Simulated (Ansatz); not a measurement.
# BAs (F-43m): phonons and vibrational spectra, part 2 of 2

Wanted: vibrations and spectra of BAs (F-43m); the cell is already relaxed. After the zone centre comes a 4×4×4 q mesh on a 12×12×12 k mesh.

Ansatz 0.2.0; DFT LDA, scalar-relativistic, plane waves, PAW; PAW set soft_1.

So far. Step 2 (Linear response at the zone centre): Before it was imposed, the acoustic sum rule was missed by 2.7e-4 eV/Å² and the charge sum rule by 3.7e-4 e. Small misses are needed for a sound result but don't prove that mesh and cutoff are converged. The lowest optical mode is real, 700 cm⁻¹.

**3. Phonons on a q mesh**

Stability and thermal properties need the whole zone. Linear response on a 4×4×4 q mesh gives force constants as far as a supercell of that size would, and the tensors from the zone-centre run are typed in so that the long-range dipole term is interpolated apart.

The input, input.yaml:

```yaml
crystal:
  lattice:
    - [0.0, 2.3658309543, 2.3658309543]
    - [2.3658309543, 0.0, 2.3658309543]
    - [2.3658309543, 2.3658309543, 0.0]
  atoms:
    - { symbol: B, position: [0.0, 0.0, 0.0] }
    - { symbol: As, position: [0.25, 0.25, 0.25] }
kpoints:
  mp_grid: { grid: [12, 12, 12] }
hamiltonian:
  xc: lda
  pseudopotentials: { kind: paw, azcp: { folder: soft_1 }, xc_functional: pbe }
scf:
  occupations: { method: fixed }
output:
  eigenvalues: true
phonons:
  method: dfpt
  qmesh: [4, 4, 4]
  temperatures: { t_max: 1000, t_step: 50 }
  qpath:
    path:
      - [[0.0, 0.0, 0.0], [-0.5, -0.5, 0.0], [-0.375, -0.375, 0.25]]
      - [[-0.375, 0.0, 0.375], [0.0, 0.0, 0.0], [0.0, 0.0, 0.5], [-0.5, -0.25, 0.25], [-0.5, -0.5, 0.0]]
    npoints: 10
  non_analytic_term:
    high_frequency_dielectric_tensor: [[9.6578, 0.0, 0.0], [0.0, 9.6578, 0.0], [0.0, 0.0, 9.6578]]
    born_effective_charges:
      - { species: B, tensor: [[-0.5391, 0.0, 0.0], [0.0, -0.5391, 0.0], [0.0, 0.0, -0.5391]] }
      - { species: As, tensor: [[0.5391, 0.0, 0.0], [0.0, 0.5391, 0.0], [0.0, 0.0, 0.5391]] }
    source: "zone-centre run at this cell"
```

Started as:

```sh
ansatz run input.yaml --threads 4 --pin off --max-ram 10240MiB --backend cpu --events-out ev --progress --plain --runs-dir out
```

Numbers of over 12 decimals in the logs are rounded to 6 here.

The program printed:

```text
Warning: phonons: the dynamical matrix that this run interpolates holds no multipole term above the dipole-dipole one, and a site of this crystal is no centre of inversion, so its interpolated transverse optical and acoustic branches and sound speeds can stay off near Gamma, and the density of states and the thermodynamics with them. What a run solves at a wave vector of phonons.qpoints, Gamma apart, where the deck admits one, is free of this, and under fd what a larger phonons.supercell samples
[...]
Crystal: 2 atoms, lattice volume = 26.484 Å³
Basis set: ecut = 420 eV, 531 PW (Γ), exchange–correlation on 48×48×48 points (8 copies of the dense FFT grid, shifted against one another)
Bands: 13, of which v1, the nominal top of the filled ones, is band 9 counted from 1 (8 counted from 0)
Symmetry: 24 space group operations
k-points: 72 of 1728 (time reversal used)
[...]
SCF iter   1: F=—  HF=-4924.241078 eV  |F-HF|=—  |Δ(HF+E_count)|=         —  Δρ=7.89e-2  dr2=2.11e0  ethr=3.10e-3  ⟨swp⟩=4.4  Hψ=4756  notcnv=0  defer=84
[...]
SCF iter   9: F=-4923.535285 eV  HF=-4923.535285 eV  |F-HF|=9.09e-13  |Δ(HF+E_count)|=  4.55e-12  Δρ=1.13e-8  dr2=1.99e-14  ethr=1.00e-12  ⟨swp⟩=5.0  Hψ=3656  notcnv=0
SCF 1 converged in 9 iterations: F = -4923.535285 eV  dr2 = 1.99e-14
[...]
NSCF: frozen V_eff on 72 k-points
[...]
DFPT response loops at q = (0, 0, 0) (fractional): preconditioner auto → none (the input reference at scf.mixing.eps_inf says where Resta's filter doesn't serve); β = 0.50; Broyden in place of MSR1
[...]
SCF converged after 9 iterations
Free energy (F): -4923.535285 eV
[...]
Internal energy: -4923.535285 eV  (E = F + TS)
E sigma→0 (E₀):  -4923.535285 eV
Fermi energy:    10.861210 eV
[...]
--- Band table (eV; the first three rows and the last of 72) ---
  k-point 0: bands = [... 5 lower, -4.7898, 10.8612, 10.8612, 10.8612, 14.1508, 14.1508, 14.1508, 15.8722]
  k-point 1: bands = [... 5 lower, -4.6732, 9.8150, 10.6356, 10.6356, 14.3291, 14.4468, 14.4468, 16.4569]
  k-point 2: bands = [... 5 lower, -4.3270, 7.8675, 10.1604, 10.1604, 14.2543, 15.0589, 15.0589, 17.7116]
  k-point 71: bands = [... 5 lower, -0.3559, 2.8085, 5.1897, 5.4934, 16.0706, 16.8735, 17.6338, 18.0903]
--- Phonons (Γ-DFPT): 2 representative perturbations + reference (Σ response iterations 6) ---
  ASR residual: 3.777e-6 → 0.000e0 eV/Å²; symmetrization residual: 7.138e-7 eV/Å²
  ASR residual per site (eV/Å²): 7.68e-7 3.78e-6
  Γ frequencies (cm⁻¹): 0.00 0.00 0.00 699.93 699.93 699.93
--- Phonons (arbitrary-q DFPT): 8 irreducible q on the 4×4×4 mesh ---
  q = [0.0000, 0.0000, 0.0000] (star 1, of the zone-centre solve; hermiticity 8.39e-8, symmetrization 4.98e-13): -0.00 0.00 0.00 699.93 699.93 699.93
  q = [0.0000, 0.0000, 0.2500] (star 8, 2 solved perturbations on 936 of 1728 k-point pairs; hermiticity 3.63e-8, symmetrization 9.95e-13): 112.18 112.18 222.97 683.65 683.65 708.32
[...]
q = [0.0000, 0.2500, 0.2500] (star 6, 4 solved perturbations in 1608 linear systems a pass and spin channel, the states on 510 of 1728 k-point pairs; hermiticity 2.98e-8, symmetrization 2.97e-13): 151.18 151.18 231.00 662.63 662.63 721.61
[...]
sum rule: each row above includes the acoustic sum rule's correction from the zone centre's row sums; it moved no ω² by more than (0.14 cm⁻¹)²
  mesh force constants: q→R imaginary residual 1.40e-18; ASR residual 3.777e-6 → 0.000e0 eV/Å²; symmetrization residual 1.421e-14 eV/Å²
  interpolated dispersion: 63 rows × 6 modes
  density of states and harmonic sums: on the 24×24×24 q-mesh, interpolated from the force constants of a 4×4×4 supercell (with the dipole–dipole term of supplied tensors)
  largest difference from the sums on the solved wave vectors: F 9.21e-3 eV, S 1.32e-5 and C_V 4.02e-6 eV/K
  zero-point energy: 0.164748 eV/cell   skipped modes (ω ≤ 0): 3   left out of the sums: 3.62e-5 of the cell's modes: C_V's classical limit lies that fraction below 3 k_B per atom; for a crystal, a wire or a layer, F and S can be off by more, and a phonons.interpolated_qmesh denser along its periods is the remedy for the sampling
```

The job ended after 1.7 min (4 threads of Arm Neoverse V2, shared host; peak memory 1.8 GiB).

Numbers from this step:

```yaml
sum_rule_residual_before_enforcement: 3.78e-6 eV/Å²
lowest_frequency_on_the_path: 0 cm⁻¹
highest_frequency_on_the_path_or_at_a_solved_wavevector: 740.9 cm⁻¹
mean_frequency: 443 cm⁻¹
debye_temperature_second_moment: 934 K
logarithmic_mean_frequency: 368 cm⁻¹
lowest_mode_on_the_q_mesh_acoustic_modes_at_gamma_apart: 112.2 cm⁻¹
zero_point_energy_per_atom: 82.37 meV
heat_capacity_at_300_k: 16.97 J/(mol atoms K)
vibrational_entropy_at_300_k: 15.67 J/(mol atoms K)
edges_of_the_widest_gap_between_branches_on_path_and_mesh: 321.7, 629.6 cm⁻¹
```

Frequencies (cm⁻¹) solved at each irreducible wavevector; negative means imaginary. Frequencies by wavevector, by row:

```csv
q in reciprocal lattice units,star,mode 1,mode 2,mode 3,mode 4,mode 5,mode 6
0 0 0,1,0,0,0,699.9,699.9,699.9
0 0 0.25,8,112.2,112.2,223,683.6,683.6,708.3
0 0 -0.5,4,139.1,139.1,312.7,677.1,677.1,713
0 0.25 0.25,6,151.2,151.2,231,662.6,662.6,721.6
0 0.25 -0.5,24,176.4,225.7,284.4,643.8,652.5,719.7
0 0.25 -0.25,12,163.1,221.7,259.1,651.6,661.5,710.6
0 -0.5 -0.5,3,192.7,192.7,321.7,640.5,640.5,740.9
0.25 -0.5 -0.25,6,225.2,258.1,266.9,630.5,641.5,716.6
```

Interpolated from a 4×4×4 q mesh, with the LO-TO term (at Γ the limit along the path; where Γ stands inside the path, tables give the limit on arrival). The phonon branches at the labelled points (cm⁻¹):

```csv
point,branch 1,branch 2,branch 3,branch 4,branch 5,branch 6
Γ,0,0,0,700,700,704
halfway,151,151,231,663,663,722
X,193,193,322,640,640,741
halfway,193,212,313,637,642,735
U,191,246,290,630,645,725
jump to K,191,246,290,630,645,725
halfway,134,179,230,673,674,705
Γ,0,0,0,700,700,704
halfway,112,112,223,684,684,708
L,139,139,313,677,677,713
halfway,179,215,290,644,659,715
W,225,258,267,630,642,717
halfway,209,216,305,635,641,729
X,193,193,322,640,640,741
```

The phonon branches as a text plot (rows in cm⁻¹):

```
    725 |   *******************               *******************
    695 |****                  ***************
    664 |    ****          ******             ***********
    633 |        **************                       ***********
    602 |
    571 |
    540 |
    509 |
    478 |
    448 |
    417 |
    386 |
    355 |
    324 |           ****                        ***           ***
    293 |        ***    ***                   **   *****    **
    262 |       *          *****             *          ****
    232 |      *        ***  ** *           *          *******
    201 |    **   **********   * *                   ****    ****
    170 |       **          *** * **       *       ****
    139 |   ****               ***        *  *******
    108 |  **                    ****    * **
     77 |  *                      ***     *
     46 | *                         **  **
     15 |*                            ***
         Γ           X  U|K            Γ         L        W     X
```

Tetrahedra on a 24×24×24 mesh, mean over bins of 10 cm-1. Interpolated from a 4×4×4 q mesh. Table of phonon density of states by wavenumber; read off at these points:

wavenumber (cm⁻¹), phonon density of states (1/cm⁻¹/cell) and a bar:
```
        5     0.0000 
       35     0.0002 
       55     0.0006 
       85     0.0018 #
      105     0.0032 ##
      135     0.0095 #####
      155     0.0158 ########
      185     0.0221 ###########
      195     0.0250 #############
      205     0.0183 #########
      235     0.0122 ######
      265     0.0097 #####
      285     0.0220 ###########
      315     0.0025 #
      335     0.0000 
      365     0.0000 
      385     0.0000 
      415     0.0000 
      435     0.0000 
      465     0.0000 
      485     0.0000 
      515     0.0000 
      545     0.0000 
      565     0.0000 
      595     0.0000 
      615     0.0000 
      645     0.0476 #########################
      665     0.0354 ##################
      695     0.0044 ##
      715     0.0580 ##############################
      745     0.0001
```

The partial phonon density of states has structure finer than the step of the table below, so its rows give means over 25 cm⁻¹, whole bins alone (the curve runs from -10 to 773 cm⁻¹). Peaks (cm⁻¹: height): As 191.9: 0.0225, 280.5: 0.0206, 669.5: 0.00296; B 644.9: 0.0405, 713.8: 0.0452.

Phonopy on the run's constants, 21x21x21 mesh, Gaussian sigma 5.6 cm-1. Interpolated from a 4×4×4 q mesh. Table of partial phonon density of states by wavenumber; means over each step; values in 1/cm⁻¹/cell:

```csv
wavenumber (cm⁻¹),As,B
25,1.2e-4,1.7e-5
50,5.0e-4,7.0e-5
75,0.00121,1.6e-4
100,0.00254,3.2e-4
125,0.00604,7.0e-4
150,0.0133,0.00140
175,0.0177,0.00159
200,0.0192,0.00142
225,0.0128,7.4e-4
250,0.0105,4.7e-4
275,0.0168,3.6e-4
300,0.0108,1.2e-4
325,0.00109,3.0e-6
350,4.2e-7,0
375,0,0
400,0,0
425,0,0
450,0,0
475,0,0
500,0,0
525,0,0
550,0,0
575,0,0
600,0,8.5e-6
625,3.4e-4,0.0105
650,0.00250,0.0368
675,0.00241,0.0239
700,0.00119,0.0169
725,9.3e-4,0.0235
750,1.0e-5,9.3e-4
```

Second derivatives of the energy by pair, one row for each kind of neighbour of each atom listed. Each entry sums the pair over the periodic images of the supercell that the q mesh stands for, and in a polar crystal it holds the long-range dipole part too. Force constants by pair, by row:

```csv
atom,neighbour,distance (Å),third of the trace (eV/Å²),along the pair's line (eV/Å²)
B1,itself,0,17.21,–
B1,As,2.049,-4.209,-8.629
B1,B,3.346,0.0013,-0.5285
B1,As,3.923,0.0539,0.1033
B1,B,4.732,-0.029,-0.02
B1,As,5.156,-0.1032,-0.0231
B1,B,5.795,-0.0073,-0.009
B1,As,6.147,0.0123,0.0065
B1,As,6.147,0.0155,0.0152
As2,itself,0,20.08,–
As2,B,2.049,-4.209,-8.629
As2,As,3.346,-0.2141,-1.328
As2,B,3.923,0.0539,0.1033
As2,As,4.732,-0.026,-0.05
As2,B,5.156,-0.1032,-0.0231
As2,As,5.795,-0.0227,-0.0235
As2,B,6.147,0.0123,0.0065
As2,B,6.147,0.0155,0.0152
```

Harmonic thermodynamic functions per atom, from the density of states. Interpolated from a 4×4×4 q mesh. Thermodynamic functions, by row:

```csv
T (K),F_vib (meV/atom),S (J/mol-atom/K),C_V (J/mol-atom/K)
0,82.37,0,0
50,82.31,0.534,1.713
100,81.41,3.204,6.375
200,74.72,9.668,12.61
300,61.54,15.67,16.97
400,42.5,20.95,19.65
500,18.36,25.52,21.25
600,-10.19,29.49,22.25
700,-42.6,32.97,22.91
800,-78.4,36.06,23.35
900,-117.2,38.83,23.67
1000,-158.8,41.34,23.9
```

Harmonic mean-square displacement, third of the trace. Interpolated from a 4×4×4 q mesh. Mean square displacements, by row:

```csv
T (K),B1 U_eq (Å²),As2 U_eq (Å²)
0,0.00276,0.00112
100,0.00297,0.0014
300,0.00421,0.003
600,0.00685,0.00573
```

Symmetry leaves 8 wavevectors to solve. The lowest mode among them, the acoustic zeros apart, lies at q = (0, 0, 0.25) and is real, 112 cm⁻¹.

**4. The same by displaced supercells**

Finite displacements in a 2×2×2 supercell give force constants from forces alone. They are exact at the wavevectors that the supercell holds, where they check the linear-response result.

Edit input.yaml of step 3 so:

```diff
@@ -18,4 +18,4 @@
 phonons:
-  method: dfpt
-  qmesh: [4, 4, 4]
+  method: fd
+  supercell: [2, 2, 2]
   temperatures: { t_max: 1000, t_step: 50 }
```

The program printed:

```text
[...]
Crystal: 16 atoms, lattice volume = 211.871 Å³
Basis set: ecut = 420 eV, 4111 PW (Γ)
Bands: 88, of which v1, the nominal top of the filled ones, is band 72 counted from 1 (71 counted from 0)
Symmetry: 192 space group operations
k-points: 16 of 216 (time reversal used)
[...]
SCF iter   1: F=—  HF=-39388.282271 eV  |F-HF|=—  |Δ(HF+E_count)|=         —  Δρ=5.56e-8  dr2=3.44e-12  ethr=1.00e-12  ⟨swp⟩=3.0  Hψ=3598  notcnv=0
[...]
SCF iter   2: F=-39388.282271 eV  HF=-39388.282271 eV  |F-HF|=7.28e-12  |Δ(HF+E_count)|=  7.28e-12  Δρ=3.11e-8  dr2=1.13e-12  ethr=1.00e-12  ⟨swp⟩=3.0  Hψ=3673  notcnv=0
SCF 1 converged in 2 iterations: F = -39388.282271 eV  dr2 = 1.13e-12
[...]
Symmetry: 6 space group operations
k-points: 32 of 216 (time reversal used)
iter 1 solved again at ethr=1.04e-8 eV; its pass at ethr=3.10e-3 eV (dr2=1.50e-5 eV) is discarded
[...]
SCF iter   7: F=-39388.282216 eV  HF=-39388.282216 eV  |F-HF|=0.00e0  |Δ(HF+E_count)|=  1.46e-11  Δρ=4.33e-8  dr2=5.05e-12  ethr=1.00e-12  ⟨swp⟩=4.9  Hψ=12633  notcnv=0
SCF 2 converged in 7 iterations: F = -39388.282216 eV  dr2 = 5.05e-12
[...]
SCF iter   4: F=-39388.282217 eV  HF=-39388.282217 eV  |F-HF|=7.28e-12  |Δ(HF+E_count)|=  7.28e-12  Δρ=2.03e-8  dr2=7.27e-13  ethr=1.00e-12  ⟨swp⟩=5.2  Hψ=12184  notcnv=0
SCF 3 converged in 4 iterations: F = -39388.282217 eV  dr2 = 7.27e-13
[...]
SCF iter   7: F=-39388.282207 eV  HF=-39388.282207 eV  |F-HF|=7.28e-12  |Δ(HF+E_count)|=  7.28e-12  Δρ=3.17e-8  dr2=2.21e-12  ethr=1.00e-12  ⟨swp⟩=4.8  Hψ=13031  notcnv=0
SCF 4 converged in 7 iterations: F = -39388.282207 eV  dr2 = 2.21e-12
[...]
SCF iter   3: F=-39388.282207 eV  HF=-39388.282207 eV  |F-HF|=1.46e-11  |Δ(HF+E_count)|=  1.46e-11  Δρ=5.96e-8  dr2=3.87e-12  ethr=1.00e-12  ⟨swp⟩=5.0  Hψ=12828  notcnv=0
SCF 5 converged in 3 iterations: F = -39388.282207 eV  dr2 = 3.87e-12
[...]
SCF converged after 2 iterations
Free energy (F): -39388.282271 eV
[...]
Internal energy: -39388.282271 eV  (E = F + TS)
E sigma→0 (E₀):  -39388.282271 eV
Fermi energy:    10.861210 eV
[...]
--- Band table (eV; the first three rows and the last of 16) ---
  k-point 0: bands = [... 68 lower, 8.9970, 10.8612, 10.8612, 10.8612, 12.1785, 12.1785, 12.1785, 12.2612, ... 12 higher]
  k-point 1: bands = [... 68 lower, 9.0756, 9.8150, 10.6356, 10.6356, 12.2766, 12.2766, 12.2766, 13.0068, ... 12 higher]
  k-point 2: bands = [... 68 lower, 9.3084, 9.3084, 10.1604, 10.1604, 12.6343, 12.6343, 12.6343, 13.8623, ... 12 higher]
  k-point 15: bands = [... 68 lower, 8.5201, 8.5201, 8.9790, 8.9790, 13.2762, 13.2762, 14.4477, 14.4477, ... 12 higher]
--- Phonons: 4 displaced members + reference (amplitude 0.0025 Å, Σ member SCF iterations 21) ---
  symmetry images taken by strict's conditions (phonons.symmetry_images: auto; settled by the asymmetry read); asymmetry of the core-correction force 1.8e-7 eV/Å at the most on a site, 1.8e-6 eV/Å summed over every site of the supercell
  ASR residual: 9.990e-6 → 0.000e0 eV/Å²; symmetrization residual: 5.350e-5 eV/Å²
  largest component of a force at the reference: 1.8e-16 eV/Å
  ASR residual per site (eV/Å²): 9.99e-6 7.17e-6
  Γ frequencies (cm⁻¹): 0.00 0.00 0.00 699.93 699.93 699.93
[...]
```

Run time: 47 s. Hardware: 4 threads; peak memory 1.1 GiB.

This step gave:

```
atoms in the supercell               : 16
sum-rule residual before enforcement : 9.99e-6 eV/Å²
```

Interpolated from a 2×2×2 supercell, rough between the solved points, with the LO-TO term (at Γ the limit along the path; where Γ stands inside the path, tables give the limit on arrival). The phonon branches at the labelled points (cm⁻¹):

```csv
point,branch 1,branch 2,branch 3,branch 4,branch 5,branch 6
Γ,0,0,0,700,700,704
halfway,128,128,226,675,675,726
X,193,193,322,640,640,741
halfway,189,212,316,643,646,734
U,179,244,299,652,660,718
jump to K,179,244,299,652,660,718
halfway,109,158,233,684,685,709
Γ,0,0,0,700,700,704
halfway,96,96,214,689,689,711
L,139,139,313,677,677,713
halfway,164,212,300,662,683,702
W,211,241,291,642,685,700
halfway,202,213,310,641,655,727
X,193,193,322,640,640,741
```

The phonon branches as a text plot (rows in cm⁻¹):

```
    725 |   ***************                 ********        *****
    695 |******            *********************    ********
    664 |      ***      ********                *********   ***
    633 |         *******                                ********
    602 |
    571 |
    540 |
    509 |
    478 |
    448 |
    417 |
    386 |
    355 |
    324 |           *****                        ***          ***
    293 |        ***     ****                  **   **********
    262 |       *          * ***             **
    232 |      *        *** *** *                      *******
    201 |    **     *****      * *          *        ** *********
    170 |        ***     ****   * **       *       *****
    139 |   *  **            *** *        *    ******
    108 |  * **                 *   *       ***
     77 |   *                    ***     * *
     46 | **                        **  ***
     15 |**                          ****
         Γ           X  U|K            Γ         L        W     X
```

The phonon density of states has structure finer than the step of the table below, so its rows give means over 25 cm⁻¹, whole bins alone (the curve runs from 5 to 745 cm⁻¹). Peaks (cm⁻¹: height): 185.0: 0.0192, 295.0: 0.0305, 675.0: 0.0544, 715.0: 0.0385.

Tetrahedra on a 22×22×22 mesh, mean over bins of 10 cm-1. Interpolated from a 2×2×2 supercell, rough between the solved points. Table of phonon density of states by wavenumber; means over each step:

```csv
wavenumber (cm⁻¹),phonon density of states (1/cm⁻¹/cell)
25,2.9e-4
50,0.00112
75,0.00264
100,0.00517
125,0.0103
150,0.0178
175,0.0189
200,0.0148
225,0.0113
250,0.00765
275,0.00981
300,0.0186
325,0.00171
350,0
375,0
400,0
425,0
450,0
475,0
500,0
525,0
550,0
575,0
600,0
625,9.9e-4
650,0.0218
675,0.0457
700,0.0313
725,0.0190
```

At Γ the two methods differ by at most 0.0 cm⁻¹.

**5. Outcome**

* space group (within 0.01 Å): F-43m
* volume per atom: 13.2 Å³
* gap on the k-mesh: 1.11 eV
* highest optical mode at the zone centre (no LO-TO term): 700 cm⁻¹
* top of the zone-centre spectrum with the field: 704 cm⁻¹
* lowest optical zone-centre mode: 700 cm⁻¹
* mean high-frequency dielectric constant: 9.66
* mean static dielectric constant: 9.77
* largest Born charge (third of the trace): -0.539 e
* lowest mode on the q mesh (acoustic modes at Γ apart): 112 cm⁻¹
* highest frequency on the path or at a solved wavevector: 741 cm⁻¹
* zero-point energy per atom: 82.4 meV
* heat capacity at 300 K: 17.0 J/(mol atoms K)
* vibrational entropy at 300 K: 15.7 J/(mol atoms K)
* Debye temperature (second moment): 934 K
* imaginary modes on the 4×4×4 q mesh: none

**Reading.** The structure is a minimum as far as tested: no mode is imaginary at the 8 irreducible wavevectors of the 4×4×4 mesh, and the softest away from the acoustic zeros lies at 112 cm⁻¹. Without the field, the optical modes at Γ form one degenerate level at 700 cm⁻¹. The highest mode in this list at Γ, 699.9 cm⁻¹, is mostly motion of B (87 % of the kinetic energy). With the macroscopic field of the longitudinal modes the top of the zone-centre spectrum lies at 704 cm⁻¹, against 700 cm⁻¹ without it. Lattice motion raises the mean dielectric constant from 9.658 to 9.774. The strongest infrared line is at 700 cm⁻¹. On the path and the mesh, the widest gap between branches runs from 322 to 630 cm⁻¹. Finite displacements and linear response differ by 0.0 cm⁻¹ in the highest zone-centre mode. The program warns that the interpolation holds no quadrupole term, so branches close to Γ can be off in this crystal. The PAW files were made for PBE and serve the other functionals too. These are harmonic frequencies at zero temperature: anharmonic shifts, linewidths and thermal expansion are left out.

[Logs are printed without paths, hosts, clocks, repeated set-up lines and the standing remarks that a program may print on its own settings, such as how far it seeks lower states.]

[Hosts, paths, dates, database ids (printed as entryN), source tags and the programs' standing remarks are cut or masked in the printed files.]
